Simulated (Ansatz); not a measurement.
# Phonons of AlN (P6_3mc) against volume

Wanted: Grüneisen parameters and pressure coefficients of the modes of AlN (P6_3mc).

Program: Ansatz 0.2.0. Level of theory: DFT LDA, scalar-relativistic, plane waves, PAW; PAW set soft_1. Results are calculated unless marked as measured.

Most raw output is cut from this account.

The database entry behind the starting cell differs from later determinations by our own check (inner coordinate u about 0.002 short), so it need not match the best structure at ambient conditions.

## (1) The structure

It takes space group P6_3mc (No. 186, hexagonal). The conventional cell has a = 3.113 Å, b = 3.113 Å, c = 4.981 Å, α = 90.00°, β = 90.00°, γ = 120.00°. Nearest to N lie 4 Al at 1.89 Å. Al has 4 N at 1.89 Å nearest. Farther neighbours and most contacts between anions are not listed.

## (2) Bringing the structure to rest

Harmonic phonons are second derivatives at a point where the forces vanish, and they are wanted at zero stress, so atoms and cell are relaxed first.

The input, input.yaml:

```yaml
crystal:
  lattice:
    - [3.113, 0.0, 0.0]
    - [-1.5565, 2.695937082, 0.0]
    - [0.0, 0.0, 4.981]
  atoms:
    - { symbol: "N", position: [0.33333333, 0.66666667, 0.38] }
    - { symbol: "N", position: [0.66666667, 0.33333333, 0.88] }
    - { symbol: Al, position: [0.33333333, 0.66666667, 0.0] }
    - { symbol: Al, position: [0.66666667, 0.33333333, 0.5] }
kpoints:
  mp_grid: { grid: [9, 9, 6] }
hamiltonian:
  xc: lda
  pseudopotentials: { kind: paw, azcp: { folder: soft_1 }, xc_functional: pbe }
scf:
  occupations: { method: gaussian, width: 0.02 }
output:
  forces: true
  stress: true
  eigenvalues: true
relax:
  adjacent_minimum: "off"
  f_tol: 0.005
  max_steps: 80
  cell: { stress_tol: 0.05 }
```

Launch:

```bash
> ansatz run input.yaml --threads 8 --pin off --max-ram 16384MiB --backend cpu --events-out ev --progress --plain --runs-dir out
```

Wall time 3.6 s (8 threads of AMD EPYC 7B13 (Zen 3), shared host); peak memory 0.44 GiB.

Relaxation path:

| step | energy less that of the first step (eV) | largest force component (eV/Å) | pressure (GPa) | volume (Å³) |
| --- | --- | --- | --- | --- |
| 1 | 0.0000 | 0.1169 | -4.67 | 41.80 |
| 2 | -0.0123 | 0.0912 | -2.34 | 41.32 |
| 3 | -0.0174 | 0.0303 | 0.14 | 40.83 |
| 4 | -0.0175 | 0.0018 | 0.02 | 40.85 |
| 5 | -0.0175 | 0.0004 | 0.00 | 40.86 |
| 6* | -0.0156 | 0.0004 | -0.10 | 40.86 |
| 7 | -0.0156 | 0.0000 | 0.00 | 40.84 |
| 8* | -0.0156 | 0.0000 | 0.00 | 40.84 |

Relaxation steps marked * repeat the geometry before them on a plane-wave basis chosen anew for their cell, so energy and pressure can jump there.

The run keeps the 12 symmetry operations that it works with, so distortions that break them were not tested.

| conventional cell, symmetrised | before | after | change |
| --- | --- | --- | --- |
| a (Å) | 3.113 | 3.089 | -0.8 % |
| b (Å) | 3.113 | 3.089 | -0.8 % |
| c (Å) | 4.981 | 4.943 | -0.8 % |
| volume (Å³/atom) | 10.45 | 10.21 | -2.3 % |

The relaxed structure:

```
N Al
1.0
     3.08862    0.00000    0.00000
    -1.54431    2.67483    0.00000
     0.00000    0.00000    4.94318
N Al
2 2
Direct
  0.33333 0.66667 0.38099
  0.66667 0.33333 0.88099
  0.33333 0.66667 0.99901
  0.66667 0.33333 0.49901
```

Numbers from this step:

| Item | Value |
| --- | --- |
| pressure | -0.002425 GPa |
| gap on the k-mesh | 4.416 eV |
| volume per atom | 10.21 Å³ |

In this step the volume went from 10.45 to 10.21 Å³/atom.

## (3) Tight relaxation

Phonons need small forces and stress, so the relaxation is finished with tight tolerances on 9×9×6 k points.

The input, input.yaml:

```yaml
crystal:
  lattice:
    - [3.0886224675, 0.0, 0.0]
    - [-1.5443112337, 2.6748255195, 0.0]
    - [0.0, 0.0, 4.9431753226]
  atoms:
    - { symbol: "N", position: [0.3333333333, 0.6666666667, 0.3809902453] }
    - { symbol: "N", position: [0.6666666667, 0.3333333333, 0.8809902453] }
    - { symbol: Al, position: [0.3333333333, 0.6666666667, -0.0009902453] }
    - { symbol: Al, position: [0.6666666667, 0.3333333333, 0.4990097547] }
kpoints:
  mp_grid: { grid: [9, 9, 6] }
hamiltonian:
  xc: lda
  pseudopotentials: { kind: paw, azcp: { folder: soft_1 }, xc_functional: pbe }
scf:
  occupations: { method: fixed }
output:
  forces: true
  stress: true
  eigenvalues: true
  write_density: true
  write_potential: true
  elf: true
  volumetric_format: npy
relax:
  adjacent_minimum: "off"
  f_tol: 0.001
  max_steps: 60
  cell: { stress_tol: 0.01 }
```

The job ended after 0.87 s (8 threads; peak memory 0.42 GiB).

Little changed from the start: no atom moved by 0.005 Å and no cell edge by 0.1 %.

Numbers from this step:

| Item | Value |
| --- | --- |
| pressure | -0.002424 GPa |

Electrostatic potential energy in the ac plane at fractional y = 0.333, with atoms of N and Al within 0.2 Å of it. With pseudopotentials it is smooth inside the atoms' cores, unlike the true potential.

Ten even steps from '0' (-33 eV) to '9' (11 eV):
```
8777788852001478
8877788730000168
9888889620000158
9999999730000269
9999999852001489
9999999986445799
9999999998778899
9999999887667789
9999998765555678
8999998656776557
8999987568998656
8999986569999756
8999986579999756
8999987568999656
8999998656776567
9999998765555678
9999999887666789
9999999998888899
9999999999999999
9999999999999999
9999999999999999
9888889999999999
8877788999999999
8766778999889998
8766778886445788
```
Columns run along a (3.1 Å; values clipped at the 3rd and 97th percentile), rows up along c (4.9 Å). Atoms in or near the plane, at fractional coordinates: N at (0.67, 0.88), Al at (0.67, 0.50).

Valence density in the ac plane at fractional y = 0.333, with atoms of N and Al within 0.2 Å of it. It is the smooth field of the valence electrons, not physical close to the nuclei.

Values in e/Å³, 22 rows by 16 columns, each cell a mean:
```
0.4 0.3 0.2 0.2 0.2 0.3 0.5 0.9 1.5 2.4 2.9 3.0 2.6 1.8 1.1 0.6
0.4 0.3 0.2 0.2 0.2 0.4 0.6 1.1 2.1 3.2 3.5 3.5 3.4 2.5 1.4 0.8
0.4 0.3 0.2 0.2 0.2 0.3 0.6 1.1 2.1 3.2 3.5 3.5 3.4 2.5 1.4 0.7
0.3 0.2 0.1 0.1 0.2 0.3 0.5 0.9 1.6 2.6 3.2 3.3 2.9 2.0 1.1 0.6
0.3 0.2 0.1 0.1 0.1 0.2 0.4 0.6 1.1 1.7 2.2 2.2 1.9 1.2 0.7 0.4
0.2 0.1 0.1 0.1 0.1 0.2 0.3 0.4 0.6 0.9 1.2 1.2 1.0 0.7 0.5 0.3
0.1 0.1 0.1 0.1 0.1 0.1 0.2 0.3 0.4 0.5 0.6 0.6 0.6 0.4 0.3 0.2
0.1 0.1 0.1 0.1 0.1 0.1 0.2 0.2 0.3 0.3 0.3 0.3 0.3 0.3 0.2 0.2
0.2 0.2 0.1 0.1 0.2 0.2 0.2 0.2 0.2 0.1 0.1 0.1 0.1 0.2 0.2 0.2
0.2 0.2 0.2 0.2 0.2 0.2 0.2 0.2 0.1 0.1 0.1 0.1 0.1 0.1 0.2 0.2
0.3 0.3 0.3 0.3 0.3 0.3 0.3 0.2 0.1 0.1 0.1 0.1 0.1 0.1 0.2 0.3
0.4 0.4 0.5 0.5 0.5 0.4 0.4 0.3 0.2 0.1 0.1 0.1 0.1 0.1 0.2 0.3
0.4 0.5 0.5 0.6 0.5 0.5 0.4 0.3 0.2 0.1 0.1 0.1 0.1 0.2 0.3 0.4
0.4 0.5 0.5 0.6 0.5 0.5 0.4 0.3 0.2 0.2 0.1 0.1 0.1 0.2 0.3 0.3
0.3 0.4 0.5 0.5 0.4 0.4 0.3 0.2 0.2 0.2 0.1 0.1 0.1 0.2 0.2 0.3
0.2 0.3 0.3 0.3 0.3 0.3 0.2 0.2 0.1 0.1 0.1 0.1 0.1 0.1 0.2 0.2
0.2 0.2 0.2 0.2 0.2 0.2 0.2 0.1 0.1 0.1 0.1 0.1 0.1 0.1 0.1 0.2
0.1 0.2 0.2 0.2 0.2 0.2 0.1 0.1 0.1 0.1 0.1 0.1 0.1 0.1 0.1 0.1
0.1 0.1 0.1 0.1 0.1 0.1 0.1 0.1 0.1 0.2 0.2 0.2 0.2 0.2 0.1 0.1
0.2 0.1 0.1 0.1 0.1 0.2 0.2 0.2 0.2 0.3 0.3 0.3 0.3 0.3 0.2 0.2
0.2 0.2 0.1 0.1 0.2 0.2 0.3 0.3 0.5 0.6 0.7 0.7 0.6 0.5 0.4 0.3
0.3 0.2 0.2 0.1 0.2 0.3 0.4 0.6 0.8 1.2 1.5 1.5 1.3 0.9 0.7 0.4
```
Columns run along a (3.1 Å), rows up along c (4.9 Å). Atoms in or near the plane, at fractional coordinates: N at (0.67, 0.88), Al at (0.67, 0.50).

ELF in the ac plane at fractional y = 0.333, with atoms of N and Al within 0.2 Å of it. It is the smooth field of the valence electrons, not physical close to the nuclei.

Ten even steps from '_' (0.00) to '@' (0.87):
```
%%++::..==##@@@@@@%%##**%%@@@@@@
%%++::::==##@@@@@@**--::++%%@@@@
%%++::::==##@@@@%%++..__--##@@@@
##==::..--**%%@@%%**--::++%%@@%%
**--....::++##%%@@%%####%%@@@@%%
++::......==**%%@@@@@@@@@@@@%%##
--..____..::++##%%@@@@@@@@@@%%**
::..____....--++##@@@@@@@@%%**==
............::--==**######++--::
::::::::::::....................
====++++====--..______________::
**########**++::____....____..==
##%%%%%%%%%%##==..__..::____::**
%%%%%%%%%%%%##++::__________==##
%%%%%%%%%%%%##**--________..++##
##%%%%%%%%####++--..______::++##
############**++--........::==**
++****##****++--::....__..::--==
==++****++==--::....______....--
::--======--::....__________....
..::::--::::....................
..............::::----------::::
::........::--++******##****++==
++::....::==**##%%%%%%%%%%%%%%##
##==....--**%%@@@@@@%%%%@@@@@@%%
```
Columns run along a (3.1 Å), rows up along c (4.9 Å). Atoms in or near the plane, at fractional coordinates: N at (0.67, 0.88), Al at (0.67, 0.50).

The largest force component left is 0.030 meV/Å and the pressure is -0.002 GPa, within the tolerances set. The cell now holds 10.21 Å³/atom.

## (4) Zone-centre response at rest

The modes at rest are the reference of the series, and the response to a field gives the dielectric tensor and the Born charges.

Changes to input.yaml since step 3:

```diff
@@ -18,13 +18,7 @@
 output:
-  forces: true
-  stress: true
   eigenvalues: true
-  write_density: true
-  write_potential: true
-  elf: true
-  volumetric_format: npy
-relax:
-  adjacent_minimum: "off"
-  f_tol: 0.001
-  max_steps: 60
-  cell: { stress_tol: 0.01 }
+phonons:
+  method: dfpt
+  dielectric: true
+  rigid_motions: translations
+  raman: true
```

The job ended after 52 s (8 threads; peak memory 1.6 GiB; 6.4 min of CPU time).

This step gave:

* sum-rule residual before enforcement: 7.71e-5 eV/Å²
* miss of the charge sum rule: 2.89e-4 e
* estimated error of the dielectric tensor: 0.01245
* estimated error of the Born charges: 0.008994 e
* point group: 6mm
* highest optical mode at the zone centre (no LO-TO term): 729.8 cm⁻¹
* lowest optical zone-centre mode: 239.5 cm⁻¹
* mean high-frequency dielectric constant: 4.473
* largest Born charge (third of the trace): -2.578 e
* mean static dielectric constant: 8.512
* top of the zone-centre spectrum with the field: 916.3 cm⁻¹

Without the LO-TO term. Patterns of degenerate modes are one choice out of their space. Modes at Γ, with each element's share of the kinetic energy:

| mode | frequency (cm⁻¹) | symmetry | N % | Al % |
| --- | --- | --- | --- | --- |
| 1 | 0.0 | acoustic | 34 | 66 |
| 2 | 0.0 | acoustic | 34 | 66 |
| 3 | 0.0 | acoustic | 34 | 66 |
| 4 | 239.5 | E2 | 29 | 71 |
| 5 | 239.5 | E2 | 29 | 71 |
| 6 | 553.6 | B1 | 0 | 100 |
| 7 | 620.9 | A1 | 66 | 34 |
| 8 | 667.5 | E2 | 71 | 29 |
| 9 | 667.5 | E2 | 71 | 29 |
| 10 | 678.9 | E1 | 66 | 34 |
| 11 | 678.9 | E1 | 66 | 34 |
| 12 | 729.8 | B1 | 100 | 0 |

Displacements in mode 4 (239.5 cm⁻¹), the largest set to 1:
```
N1   0.00 -0.89  0.00
N2   0.00  0.89  0.00
Al3  0.00  1.00  0.00
Al4  0.00 -1.00  0.00
```

Displacements in mode 7 (620.9 cm⁻¹), the largest set to 1:
```
N1   0.00  0.00  1.00
N2   0.00  0.00  1.00
Al3  0.00  0.00 -0.52
Al4  0.00  0.00 -0.52
```

Optical modes at the zone centre, without and with the macroscopic field of the longitudinal modes; each column is sorted by frequency, so a row need not hold one and the same mode. Modes with and without the field, by row:

| rank among optical modes | no field (cm⁻¹) | q along (1, 0, 0) (cm⁻¹) | q along (0, 0, 1) (cm⁻¹) |
| --- | --- | --- | --- |
| 1 | 239.5 | 239.5 | 239.5 |
| 2 | 239.5 | 239.5 | 239.5 |
| 3 | 553.6 | 553.6 | 553.6 |
| 4 | 620.9 | 620.9 | 667.5 |
| 5 | 667.5 | 667.5 | 667.5 |
| 6 | 667.5 | 667.5 | 678.9 |
| 7 | 678.9 | 678.9 | 678.9 |
| 8 | 678.9 | 729.8 | 729.8 |
| 9 | 729.8 | 916.3 | 890.8 |

Born charge (rows field, columns displacement) (e), principal values of the symmetric part by kind of site:

| atom | atoms with these values | low | middle | high | mean |
| --- | --- | --- | --- | --- | --- |
| N1 | 2 | -2.69 | -2.52 | -2.52 | -2.58 |
| Al3 | 2 | 2.52 | 2.52 | 2.69 | 2.58 |

In full for N1:

```
-2.52  0.00  0.00
 0.00 -2.52  0.00
 0.00  0.00 -2.69
```

High-frequency dielectric tensor:

```
4.40 0.00 0.00
0.00 4.40 0.00
0.00 0.00 4.62
```

Static dielectric tensor (ions relaxed, fixed cell):

```
8.01 0.00 0.00
0.00 8.01 0.00
0.00 0.00 9.51
```

Transverse modes. Lines of the infrared spectrum (strongest = 100):

| position (cm⁻¹) | label | relative intensity |
| --- | --- | --- |
| 240 | E2 | 0.0 |
| 554 | B1 | 0.0 |
| 621 | A1 | 57 |
| 668 | E2 | 0.0 |
| 679 | E1 | 100 |
| 730 | B1 | 0.0 |

Activity x (w_L - w)^4 (n + 1)/w, 532 nm, 300 K; modes without the macroscopic field alone. Lines of the Raman spectrum (strongest = 100):

| position (cm⁻¹) | label | relative intensity |
| --- | --- | --- |
| 240 | E2 | 2.3 |
| 554 | B1 | 0.0 |
| 621 | A1 | 100 |
| 668 | E2 | 81 |
| 679 | E1 | 41 |
| 730 | B1 | 0.0 |

Before it was imposed, the acoustic sum rule was missed by 7.7e-5 eV/Å² and the charge sum rule by 2.9e-4 e. Small misses are needed for a sound result but don't prove that mesh and cutoff are converged. The lowest optical mode is real, 240 cm⁻¹.

## (5) A member of the series: 1.06 times the volume at rest

The cell is set to 1.06 times the volume at rest, and shape and atoms relax at that volume.

input.yaml, the sections that differ from step 4:

```yaml
crystal:
  lattice:
    - [3.1466311261, 0.0, 0.0]
    - [-1.573315563, 2.7250624915, 0.0]
    - [0.0, 0.0, 5.0483547261]
  atoms:
    - { symbol: "N", position: [0.3333333333, 0.6666666667, 0.3806475438] }
    - { symbol: "N", position: [0.6666666667, 0.3333333333, 0.8806475438] }
    - { symbol: Al, position: [0.3333333333, 0.6666666667, -0.0006475438] }
    - { symbol: Al, position: [0.6666666667, 0.3333333333, 0.4993524562] }
output:
  forces: true
  stress: true
  eigenvalues: true
relax:
  adjacent_minimum: "off"
  f_tol: 0.001
  max_steps: 60
  cell: { stress_tol: 0.01, fix: [volume] }
# kpoints, hamiltonian, scf: as in step 4
# phonons: removed
```

Elapsed: 1.8 s, on 8 threads; peak memory 0.43 GiB.

Little changed from the start: no atom moved by 0.005 Å and no cell edge by 0.1 %.

This step gave:

```
pressure          : -10.95 GPa
gap on the k-mesh : 3.926 eV
volume per atom   : 10.82 Å³
```

The largest force component left is 0.032 meV/Å, at a pressure of -10.95 GPa.

## (6) Zone-centre modes of the member: 1.06 times the volume at rest

The zone-centre modes follow for 1.06 times the volume at rest, with the response to a field.

input.yaml, the sections that differ from step 5:

```yaml
crystal:
  lattice:
    - [3.1455328941, 0.0, 0.0]
    - [-1.572766447, 2.7241113947, 0.0]
    - [0.0, 0.0, 5.0518805088]
  atoms:
    - { symbol: "N", position: [0.3333333333, 0.6666666667, 0.380508276] }
    - { symbol: "N", position: [0.6666666667, 0.3333333333, 0.880508276] }
    - { symbol: Al, position: [0.3333333333, 0.6666666667, -0.000508276] }
    - { symbol: Al, position: [0.6666666667, 0.3333333333, 0.499491724] }
output:
  eigenvalues: true
phonons:
  method: dfpt
  dielectric: true
  rigid_motions: translations
# kpoints, hamiltonian, scf: as in step 5
# relax: removed
```

Elapsed: 11 s, on 8 threads; peak memory 0.68 GiB.

This step gave:

- sum-rule residual before enforcement: 7.49e-7 eV/Å²
- miss of the charge sum rule: 0.001073 e
- estimated error of the dielectric tensor: 0.01359
- estimated error of the Born charges: 0.009949 e
- highest optical mode at the zone centre (no LO-TO term): 685.6 cm⁻¹
- lowest optical zone-centre mode: 239.7 cm⁻¹
- mean high-frequency dielectric constant: 4.584
- largest Born charge (third of the trace): -2.584 e
- mean static dielectric constant: 9.120
- top of the zone-centre spectrum with the field: 859.2 cm⁻¹

Without the LO-TO term. Patterns of degenerate modes are one choice out of their space. Modes at Γ, with each element's share of the kinetic energy:

| mode | frequency (cm⁻¹) | symmetry | N % | Al % |
| --- | --- | --- | --- | --- |
| 1 | 0.0 | acoustic | 34 | 66 |
| 2 | 0.0 | acoustic | 34 | 66 |
| 3 | 0.0 | acoustic | 34 | 66 |
| 4 | 239.7 | E2 | 28 | 72 |
| 5 | 239.7 | E2 | 28 | 72 |
| 6 | 521.8 | B1 | 1 | 99 |
| 7 | 571.7 | A1 | 66 | 34 |
| 8 | 605.3 | E2 | 72 | 28 |
| 9 | 605.3 | E2 | 72 | 28 |
| 10 | 622.6 | E1 | 66 | 34 |
| 11 | 622.6 | E1 | 66 | 34 |
| 12 | 685.6 | B1 | 99 | 1 |

Transverse modes. Infrared lines, with heights relative to the strongest:

| position (cm⁻¹) | label | relative intensity |
| --- | --- | --- |
| 240 | E2 | 0.0 |
| 522 | B1 | 0.0 |
| 572 | A1 | 56 |
| 605 | E2 | 0.0 |
| 623 | E1 | 100 |
| 686 | B1 | 0.0 |

Without the LO-TO term the lowest optical mode is real, 240 cm⁻¹, and the highest lies at 685.6 cm⁻¹.

Between step 4 and this run (volume ratio 1.06) the value for the highest optical mode at the zone centre (no LO-TO term) moves from 730 cm⁻¹ to 686 cm⁻¹ (-6 %).

## (7) A member of the series: 0.9 times the volume at rest

The cell is set to 0.9 times the volume at rest, and shape and atoms relax at that volume.

input.yaml, the sections that differ from step 6:

```yaml
crystal:
  lattice:
    - [2.9897412272, 0.0, 0.0]
    - [-1.4948706136, 2.5891918535, 0.0]
    - [0.0, 0.0, 4.748002902]
  atoms:
    - { symbol: "N", position: [0.3333333333, 0.6666666667, 0.3821441257] }
    - { symbol: "N", position: [0.6666666667, 0.3333333333, 0.8821441257] }
    - { symbol: Al, position: [0.3333333333, 0.6666666667, -0.0021441257] }
    - { symbol: Al, position: [0.6666666667, 0.3333333333, 0.4978558743] }
output:
  forces: true
  stress: true
  eigenvalues: true
relax:
  adjacent_minimum: "off"
  f_tol: 0.001
  max_steps: 60
  cell: { stress_tol: 0.01, fix: [volume] }
# kpoints, hamiltonian, scf: as in step 6
# phonons: removed
```

Elapsed: 2.2 s, on 8 threads; peak memory 0.43 GiB.

The steps of the relaxation:

| step | energy less that of the first step (eV) | largest force component (eV/Å) | pressure (GPa) | volume (Å³) |
| --- | --- | --- | --- | --- |
| 1 | 0.0000 | 0.0151 | 27.07 | 36.75 |
| 2 | -0.0001 | 0.0169 | 27.04 | 36.75 |
| 3 | -0.0002 | 0.0076 | 27.00 | 36.75 |
| 4 | -0.0002 | 0.0001 | 26.99 | 36.75 |
| 5* | -0.0002 | 0.0001 | 26.99 | 36.75 |
| 6 | -0.0002 | 0.0000 | 26.99 | 36.75 |
| 7* | -0.0002 | 0.0000 | 26.99 | 36.75 |

Relaxation steps marked * repeat the geometry before them on a plane-wave basis chosen anew for their cell, so energy and pressure can jump there.

Forces are held to the 12 operations that the run works with; a distortion that breaks them can't arise in this run.

| conventional cell, symmetrised | before | after | change |
| --- | --- | --- | --- |
| a (Å) | 2.990 | 2.993 | +0.1 % |
| b (Å) | 2.990 | 2.993 | +0.1 % |
| c (Å) | 4.748 | 4.738 | -0.2 % |
| volume (Å³/atom) | 9.19 | 9.19 | -0.0 % |

Final coordinates:

```cif
data_structure
_symmetry_space_group_name_H-M 'P 1'
_symmetry_Int_Tables_number 1
_cell_length_a 2.9928
_cell_length_b 2.9928
_cell_length_c 4.7384
_cell_angle_alpha 90.000
_cell_angle_beta 90.000
_cell_angle_gamma 120.000
_cell_volume 36.75
loop_
_atom_site_label
_atom_site_type_symbol
_atom_site_fract_x
_atom_site_fract_y
_atom_site_fract_z
_atom_site_occupancy
N1 N 0.33333 0.66667 0.38262 1
N2 N 0.66667 0.33333 0.88262 1
Al3 Al 0.33333 0.66667 0.99738 1
Al4 Al 0.66667 0.33333 0.49738 1
```

Numbers from this step:

- pressure: 26.99 GPa
- gap on the k-mesh: 4.927 eV
- volume per atom: 9.189 Å³

The largest force component left is 0.0065 meV/Å, at a pressure of 26.99 GPa.

[end of part 1 of 2]

[Logs are printed without paths, hosts, clocks, repeated set-up lines and the standing remarks that a program may print on its own settings, such as how far it seeks lower states.]

[Hosts, paths, dates, database ids (printed as entryN), source tags and the programs' standing remarks are cut or masked in the printed files.]
